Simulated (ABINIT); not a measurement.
Computed results, one entry a study.

```xyz
2
Lattice="0.000 2.827 2.827 2.827 0.000 2.827 2.827 2.827 0.000" Properties=species:S:1:pos:R:3 pbc="T T T" subject="Beyond one shot: GaAs (F-43m)" method="RPA screening on PBE from quasiparticle energies, plane waves, norm-conserving pseudopotentials (and 5 further levels or steps)" program="ABINIT 10.8.3" settings="cutoff 38 Ha, PseudoDojo scalar-relativistic 0.4.1 standard, norm-conserving, ngkpt (4, 4, 4), nband 69, ecuteps 4.8 Ha, gwcalctyp 10, inclvkb 2, shiftk (0, 0, 0), symchi 1, awtr 1, frequency ppm, cycle 2, q points all but q = 0, 4×4×4 k-mesh" cost="13 runs, 12 min in all on 4 MPI ranks of Intel Xeon at 2.80GHz (Skylake/Cascade Lake), shared host" notes="The cell and positions come from the Crystallography Open Database and are kept as given unless a step says otherwise. Limits: no spin-orbit coupling. The first cycle of evGW0 takes the full correction, without the factor Z, so it overshoots the one-shot value. The 4×4×4 mesh is coarse for this cell, which bears on the long-range parts of exchange and screening. The norm-conserving file of at least one element keeps a d shell over frozen s and p shells of the same row. Exchange with those shells is missing from the self-energy, an error of 0.3 to 0.9 eV in cases checked, whose sign depends on which edge lies on those atoms. For the PBE start: The RPA ε∞ on this mesh reaches over 25; with a narrow direct gap a coarse mesh can overstate it, and the correction is then too small. For the PBE start: On this mesh the RPA ε∞ passes 90, more than nearly any semiconductor shows; a coarse mesh does this where one point with a narrow direct gap carries much weight. The screening is then too strong, and the G0W0 gap should not be taken as the material’s." g0w0="1.156 eV" evgw0_cycle_1="1.320 eV" evgw0_cycle_2="1.225 eV" evgw0_cycle_3="1.236 eV" evgw0_cycle_4="1.235 eV" evgw_cycle_1="1.304 eV" evgw_cycle_2="1.307 eV"
Ga    0.000    0.000    0.000
As    1.413    1.413    1.413
```

[Long decimals in the printed logs are rounded to 6 places.]

[Logs are printed without paths, hosts, clocks, repeated set-up lines and the standing remarks that a program may print on its own settings, such as how far it seeks lower states.]

[Paths, hosts, dates, memory and timing lines, banners, echoed tables and standing remarks are left out of the program output; an Ansatz launch command may be rebuilt from the run's recorded settings. Measured values are a selection of at most five: reports struck by readers or far from the other reports are left out. None is set beside runs whose start may be inverted or whose files or cutoffs have a known fault.]

[Runs of the session that timed out or met a known fault of the program may be left out.]

[Hosts, paths, dates, database ids (printed as entryN), source tags and the programs' standing remarks are cut or masked in the printed files.]

[G0W0 gaps are taken among the corrected bands and points alone; a level outside them can change the order at an edge.]

[Where Ansatz stands beside ABINIT at settings called matched, ABINIT's density can come from a denser mesh and the files from another edition; pairs whose starting gaps differed by over 0.03 eV were left out, so agreement reads better than it is.]
